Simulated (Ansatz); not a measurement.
**How AlN absorbs and reflects light**

What colour and refractive index does AlN have at this level of theory? The cell comes from an older database entry, whose edges can differ from later determinations, mostly by under a per cent.

Method: DFT, PBE, plane-wave PAW, default files, scalar-relativistic, independent-particle optical response without local fields, in Ansatz 0.2.0.

The raw output is cut from this account; settings, times and results stay.

The database entry behind the starting cell differs from other determinations of this structure, so it need not match the best structure at room temperature.

### 1. Set-up

The structure is hexagonal, space group P6_3mc (No. 186). The conventional cell has a = 3.113 Å, b = 3.113 Å, c = 4.981 Å, α = 90.00°, β = 90.00°, γ = 120.00°. Al has 4 N at 1.89 Å nearest. N has 4 Al at 1.89 Å nearest. Farther neighbours, and contacts between anions beyond the nearest, are not listed.

### 2. Ground state and bands

The self-consistent density comes first; it also tells whether there is a gap, which decides the occupations and the need for a Drude term.

This step: DFT, PBE, plane-wave PAW, default files, scalar-relativistic, ground state (Ansatz 0.2.0).

Contents of input.yaml:

```yaml
crystal:
  lattice:
    - [3.113, 0.0, 0.0]
    - [-1.5565, 2.695937082, 0.0]
    - [0.0, 0.0, 4.981]
  atoms:
    - { symbol: Al, position: [0.6666666667, 0.3333333333, 0.5] }
    - { symbol: Al, position: [0.3333333333, 0.6666666667, 0.0] }
    - { symbol: "N", position: [0.6666666667, 0.3333333333, 0.88] }
    - { symbol: "N", position: [0.3333333333, 0.6666666667, 0.38] }
kpoints:
  mp_grid: { grid: [8, 8, 5] }
  band_path:
    path:
      - [[0.0, 0.0, 0.0], [0.5, 0.0, 0.0], [0.33333333, 0.33333333, 0.0], [0.0, 0.0, 0.0], [0.0, 0.0, 0.5], [0.5, 0.0, 0.5], [0.33333333, 0.33333333, 0.5], [0.0, 0.0, 0.5]]
      - [[0.5, 0.0, 0.5], [0.5, 0.0, 0.0]]
      - [[0.33333333, 0.33333333, 0.0], [0.33333333, 0.33333333, 0.5]]
    npoints: 6
scf:
  occupations: { method: fermi_dirac, width: 0.05 }
  n_extra_bands: 8
hamiltonian:
  xc: pbe
  pseudopotentials: { kind: paw }
output:
  forces: true
  stress: true
  populations: true
  write_bands: true
  write_density: true
  write_potential: true
  elf: true
  volumetric_format: npy
```

Started as:

```bash
$ ansatz run input.yaml --threads 4 --pin off --max-ram 8192MiB --backend cpu --events-out ev --progress --plain --runs-dir out
```

It took 0.77 s on 4 threads of Intel Xeon Platinum 8375C at 2.90GHz (Ice Lake), shared host; peak memory 0.57 GiB.

Numbers from this step:

| Property | Result |
| --- | --- |
| free energy | -1848.4975 eV |
| Fermi energy | 9.246 eV |
| gap by band count | 4.213 eV |
| electrons | 16 |
| symmetry operations | 12 |
| pressure | 3.722 GPa |
| gap on the k-mesh | 4.213 eV |
| volume | 41.80 Å³ |
| gap on the path | 4.213 eV |
| least direct gap on the path | 4.213 eV |

There is a gap, 4.21 eV on the path, so no carriers' term is needed. The cell is left with a pressure of 3.7 GPa and forces up to 0.13 eV/Å, as it stands unrelaxed at this level.

Electronic bands along the path, in eV, zero at the Fermi level; v1 is the highest filled band, c1 the lowest empty one:

```tsv
point	v4	v3	v2	v1	c1	c2	c3	c4
Γ	-2.96	-2.31	-2.31	-2.13	2.09	4.54	8.48	9.05
halfway	-4.55	-3.66	-2.56	-2.51	4.08	5.50	5.97	7.92
M	-5.45	-4.18	-3.89	-2.78	3.69	3.71	6.08	8.17
halfway	-5.20	-5.09	-3.98	-3.62	3.40	5.03	6.76	7.95
K	-5.88	-4.54	-4.49	-4.49	2.94	6.24	7.56	7.56
halfway	-5.47	-3.79	-2.99	-2.71	4.72	5.34	6.43	7.01
Γ	-2.96	-2.31	-2.31	-2.13	2.09	4.54	8.48	9.05
halfway	-2.87	-2.87	-2.41	-2.41	3.04	4.66	8.16	9.01
A	-2.64	-2.64	-2.64	-2.64	4.34	4.34	8.22	8.22
halfway	-3.70	-3.70	-3.13	-3.13	4.42	4.42	7.39	7.39
L	-3.56	-3.56	-3.47	-3.47	3.21	3.21	7.17	7.17
halfway	-4.84	-4.84	-3.04	-3.04	4.06	4.06	7.11	7.11
H	-5.95	-5.95	-2.90	-2.90	5.31	5.31	5.74	5.74
halfway	-3.93	-3.93	-3.32	-3.32	4.61	4.61	7.37	7.37
A	-2.64	-2.64	-2.64	-2.64	4.34	4.34	8.22	8.22
jump to L	-3.56	-3.56	-3.47	-3.47	3.21	3.21	7.17	7.17
halfway	-4.67	-4.01	-3.31	-3.03	2.96	3.79	7.24	7.34
M	-5.45	-4.18	-3.89	-2.78	3.69	3.71	6.08	8.17
jump to K	-5.88	-4.54	-4.49	-4.49	2.94	6.24	7.56	7.56
halfway	-6.53	-5.03	-3.59	-3.59	3.78	6.10	6.56	6.56
H	-5.95	-5.95	-2.90	-2.90	5.31	5.31	5.74	5.74
```

Valence density in the ac plane at fractional y = 0.333, with atoms of Al and N within 0.2 Å of it. It is the smooth field of the valence electrons, not physical close to the nuclei.

Ten even steps from '_' (0.1 e/Å³) to '@' (3.6 e/Å³):
```
____________..::--++####**==::..
..__________..::++%%@@@@@@**--..
____________..--++@@@@@@@@##--..
____________..::++%%@@@@@@**--..
______________..--++##%%**==::..
______________..::--====--::..__
________________..::::::::..____
__________________........______
________________________________
________________________________
________________________________
________________________________
________________________________
__..........____________________
............____________________
__..........____________________
____......______________________
________________________________
________________________________
________________________________
________________________________
________________________________
________________________________
________________............____
______________..::--====--::....
```
Atoms in or near the plane, at fractional coordinates: Al at (0.67, 0.50), N at (0.67, 0.88).

ELF in the ac plane at fractional y = 0.333, with atoms of Al and N within 0.2 Å of it. It is the smooth field of the valence electrons, not physical close to the nuclei.

Ten even steps from '0' (0.00) to '9' (0.87):
```
8521379998778999
8521479996325899
8521479985103899
7421368986325898
6311257898778998
5211146899999987
3100125789999986
2100013589999863
1111112346676532
2222221111001111
3444443100000002
6676665200000014
7887887400000026
8888887510000047
8888887630000157
7888877531000257
6777776531101246
5666665321111134
4556543211000112
2344432110000011
1223211111111111
1111111223333221
2111123456666654
5211246788888887
7411368999889998
```
Atoms in or near the plane, at fractional coordinates: Al at (0.67, 0.50), N at (0.67, 0.88).

### 3. Spectrum

With the density converged, the vertical transitions are summed over the zone.

This step: DFT, PBE, plane-wave PAW, default files, scalar-relativistic, independent-particle optical response without local fields (Ansatz 0.2.0).

input.yaml, the sections that differ from step 2:

```yaml
kpoints:
  mp_grid: { grid: [8, 8, 5] }
scf:
  occupations: { method: fixed }
output:
  optics:
    e_range: [0, 20]
    de: 0.05
    sigma: 0.1
    nscf_kmesh: { grid: [9, 9, 5] }
    bands: { spectra_wanted_up_to: 20 }
# crystal, hamiltonian: as in step 2
```

Elapsed: 11 s, on 4 threads; peak memory 0.81 GiB.

Read-outs:

| Quantity | Value |
| --- | --- |
| electronic dielectric constant ε∞, mean of the axes | 4.651 |
| absorption onset, first axis (α over 10⁴ cm⁻¹, or the direct gap if that lies higher) | 4.380 eV |
| main peak of Im epsilon, first axis | 7.958 eV |
| least direct gap on the mesh | 4.213 eV |
| bands summed | 30 |
| spectra valid up to | 29.34 eV |
| program's estimate of the k-sum error in Im epsilon | 0.05 % |
| electrons in the f-sum | 12.31 |

The Im ε has structure finer than the step of the table below, so its rows give means over 0.5 eV. Peaks (eV: height): E ∥ x or y 7.95: 10.0, 10.80: 7.47, 11.80: 6.01; E ∥ z 6.70: 10.2, 7.50: 10.1, 9.90: 7.65, 10.60: 6.34, 11.80: 7.90.

The Im ε by photon energy; means over each step:

```tsv
photon energy (eV)	E ∥ x or y	E ∥ z
3.5	0	0
4.0	4.1e-4	0.0239
4.5	0.326	0.537
5.0	0.800	0.895
5.5	1.04	1.14
6.0	2.07	3.27
6.5	4.50	8.67
7.0	6.73	9.27
7.5	8.52	9.07
8.0	9.20	5.14
8.5	6.40	3.62
9.0	5.77	4.03
9.5	4.04	6.34
10.0	4.55	6.41
10.5	5.29	5.43
11.0	5.89	4.17
11.5	4.85	4.99
12.0	5.52	6.37
12.5	5.41	4.84
13.0	4.69	4.25
13.5	3.52	2.98
14.0	2.95	2.48
14.5	2.43	2.30
15.0	1.74	1.97
15.5	1.38	1.49
16.0	1.19	1.19
16.5	1.03	0.992
17.0	0.945	0.931
17.5	0.612	0.650
18.0	0.460	0.438
18.5	0.440	0.397
19.0	0.411	0.432
19.5	0.370	0.423
```

Re ε against photon energy:

```tsv
photon energy (eV)	E ∥ x or y	E ∥ z
0	4.59	4.77
1	4.64	4.83
2	4.80	5.02
3	5.12	5.39
4	5.78	6.23
5	6.77	7.31
6	9.16	11.9
7	8.79	4.43
8	2.51	0.0667
9	1.05	3.43
10	2.28	-0.130
11	-0.837	-0.395
12	-0.323	-1.68
13	-1.91	-2.04
14	-1.86	-1.53
15	-1.89	-1.74
16	-1.33	-1.32
17	-1.02	-0.961
18	-0.669	-0.663
19	-0.365	-0.278
20	-0.166	-0.130
```

Refractive index n and extinction k against photon energy:

```tsv
photon energy (eV)	n, E ∥ x or y	k, E ∥ x or y	n, E ∥ z	k, E ∥ z
0	2.14	0	2.18	0
1	2.15	0	2.20	0
2	2.19	0	2.24	0
3	2.26	0	2.32	0
4	2.40	0	2.50	3.4e-5
5	2.61	0.155	2.71	0.166
6	3.04	0.327	3.47	0.400
7	3.15	1.05	2.72	1.72
8	2.52	1.97	1.57	1.55
9	1.87	1.56	2.07	0.933
10	1.95	1.23	1.80	1.84
11	1.60	1.84	1.32	1.46
12	1.58	1.68	1.49	1.98
13	1.31	1.91	1.21	1.87
14	0.899	1.63	0.822	1.49
15	0.577	1.49	0.671	1.48
16	0.478	1.25	0.487	1.25
17	0.464	1.11	0.453	1.08
18	0.264	0.859	0.256	0.854
19	0.303	0.676	0.350	0.633
20	0.309	0.511	0.373	0.519
```

Values under 1 per cm are given as 1. Absorption coefficient against photon energy:

```tsv
photon energy (eV)	E ∥ x or y (1/cm)	E ∥ z (1/cm)
0.000	1	1
0.500	1	1
1.000	1	1
1.500	1	1
2.000	1	1
2.500	1	1
3.000	1	1
3.500	1	1
4.000	1	13.9
4.500	31473	49144
5.000	78377	83944
5.500	1.1e5	1.1e5
6.000	2.0e5	2.4e5
6.500	4.7e5	8.5e5
7.000	7.5e5	1.2e6
7.500	1.1e6	1.6e6
8.000	1.6e6	1.3e6
8.500	1.4e6	8.7e5
9.000	1.4e6	8.5e5
9.500	1.2e6	1.4e6
10.000	1.2e6	1.9e6
10.500	1.3e6	1.5e6
11.000	2.1e6	1.6e6
11.500	1.5e6	1.3e6
12.000	2.0e6	2.4e6
12.500	2.4e6	2.3e6
13.000	2.5e6	2.5e6
13.500	2.4e6	2.4e6
14.000	2.3e6	2.1e6
14.500	2.4e6	2.2e6
15.000	2.3e6	2.3e6
15.500	2.1e6	2.1e6
16.000	2.0e6	2.0e6
16.500	2.0e6	1.9e6
17.000	1.9e6	1.9e6
17.500	1.8e6	1.8e6
18.000	1.6e6	1.6e6
18.500	1.4e6	1.3e6
19.000	1.3e6	1.2e6
19.500	1.2e6	1.1e6
20.000	1.0e6	1.1e6
```

Table of loss function −Im 1/ε at q → 0 by energy loss; read off at these points:

```tsv
energy loss (eV)	E ∥ x or y	E ∥ z
4.0	0	4.4e-6
4.5	0.00820	0.0118
5.0	0.0173	0.0166
5.5	0.0190	0.0164
6.0	0.0227	0.0186
6.5	0.0425	0.0505
7.0	0.0546	0.0875
7.5	0.0760	0.0956
8.0	0.0947	0.206
8.5	0.161	0.225
9.0	0.166	0.145
9.5	0.247	0.113
10.0	0.170	0.151
10.5	0.161	0.163
11.0	0.167	0.257
11.5	0.196	0.164
12.0	0.189	0.157
12.5	0.167	0.189
13.0	0.175	0.184
13.5	0.204	0.203
14.0	0.243	0.294
14.5	0.232	0.298
15.0	0.263	0.284
15.5	0.321	0.320
16.0	0.374	0.379
16.5	0.426	0.440
17.0	0.492	0.520
17.5	0.451	0.486
18.0	0.695	0.693
18.5	1.02	1.18
19.0	1.36	1.62
19.5	1.74	1.93
20.0	2.48	2.32
```

At chosen wavelengths:

```tsv
wavelength (nm)	n xy	k xy	R (%) xy	1/α xy	n z	k z	R (%) z	1/α z
1550	2.15	0.000	13.3	over 1 mm	2.19	0.000	14.0	over 1 mm
1064	2.16	0.000	13.4	over 1 mm	2.20	0.000	14.1	over 1 mm
800	2.17	0.000	13.6	over 1 mm	2.22	0.000	14.3	over 1 mm
633	2.19	0.000	13.9	over 1 mm	2.24	0.000	14.6	over 1 mm
532	2.21	0.000	14.2	over 1 mm	2.26	0.000	15.0	over 1 mm
405	2.27	0.000	15.1	over 1 mm	2.33	0.000	15.9	over 1 mm
365	2.31	0.000	15.6	over 1 mm	2.37	0.000	16.6	over 1 mm
```

Through 1 µm of it, D65 light comes out colourless, dimmed by reflection (x = 0.314, y = 0.330; 75 % transmitted).

At 1064 nm the birefringence n(z) − n(x) is +0.044: the crystal is uniaxial positive at this level.

The first strong peak, at 7.96 eV, fits the third-highest filled and the lowest empty band, which run nearly parallel at that distance over 43 % of Γ–M; the match rests on energies alone.

The f-sum over the summed bands holds 12.3 of the cell's 16 electrons outside the frozen cores, 4 of which lie in bands more than 12 eV below the Fermi level, whose transitions come at higher energies. Up to 20 eV the strength has a mean oscillator energy of 9.9 eV, close to the main peak.

### 4. Static response with local fields

A static field by perturbation theory: the induced potential is included, and the Born charges come with it.

This step: DFT, PBE, plane-wave PAW, default files, scalar-relativistic, static field response by perturbation theory with local fields (Ansatz 0.2.0).

Changes to input.yaml since step 3:

```diff
@@ -17,8 +17,2 @@
   pseudopotentials: { kind: paw }
-output:
-  optics:
-    e_range: [0, 20]
-    de: 0.05
-    sigma: 0.1
-    nscf_kmesh: { grid: [9, 9, 5] }
-    bands: { spectra_wanted_up_to: 20 }
+dielectric: {}
```

It took 7.8 s on 4 threads; peak memory 0.73 GiB; 28 s of CPU time.

This step gave:

| Property | Result |
| --- | --- |
| electronic dielectric constant ε∞, mean of the axes | 4.513 |

ε∞ with local fields:

```
4.45 0.00 0.00
0.00 4.45 0.00
0.00 0.00 4.64
```

Diagonal elements. Born, by row:

```tsv
atom	Z*xx (e)	Z*yy (e)	Z*zz (e)
Al1	2.528	2.528	2.682
Al2	2.528	2.528	2.682
N3	-2.528	-2.528	-2.682
N4	-2.528	-2.528	-2.682
```

Mean Born charges are Al +2.58 and N -2.58, against formal valences of +3 and -3. They lie near the ionic values.

### 5. Summary of results

| Quantity | Value |
| --- | --- |
| gap on the path | 4.21 eV |
| least direct gap on the path | 4.21 eV |
| electronic dielectric constant ε∞, mean of the axes (independent particles) | 4.65 |
| absorption onset, first axis (α over 10⁴ cm⁻¹, or the direct gap if that lies higher) | 4.38 eV |
| main peak of Im epsilon, first axis | 7.96 eV |
| electronic dielectric constant ε∞, mean of the axes (static response with local fields) | 4.51 |

What this shows: At this level (PBE, independent particles) AlN has a mean ε∞ = 4.65 (4.51 with local fields) and n = 2.15 at 1550 nm (E ∥ x); absorption sets in near 4.4 eV, and Im ε peaks at 8.0 eV (E ∥ x). The gap on the path is direct, 4.21 eV. The absorption coefficient passes 10⁴ cm⁻¹ at 4.38 eV, in the ultraviolet, so the visible is passed. Im ε has its chief maxima at 7.96 eV (10), 10.82 eV (7.5), 11.78 eV (6.0) and 12.44 eV (5.8) for E ∥ x or y. The static values by axis are 4.59 (xy), 4.77 (z). The first strong peak, at 7.96 eV, fits the third-highest filled and the lowest empty band, which run nearly parallel at that distance over 43 % of Γ–M; the match rests on energies alone. Through 1 µm of it, D65 light comes out colourless, dimmed by reflection (x = 0.314, y = 0.330; 75 % transmitted). At 1064 nm the birefringence n(z) − n(x) is +0.044: the crystal is uniaxial positive at this level. In the base spectrum excitons and phonon-assisted transitions are missing, and so are local fields; PBE gaps are as a rule too small, which pulls the onset down and ε∞ up. In the base run ε includes the program's bounded estimate of what the bands above those summed add.

[Long decimals in the printed logs are rounded to 6 places.]

[Logs are printed without paths, hosts, clocks, repeated set-up lines and the standing remarks that a program may print on its own settings, such as how far it seeks lower states.]

[Hosts, paths, dates, database ids (printed as entryN), source tags and the programs' standing remarks are cut or masked in the printed files.]

[Where the starting crystal was built by hand or by swapping elements, it need not be the compound's stable phase.]

[The count of steps not shown may lack steps that the program refused or didn't finish.]
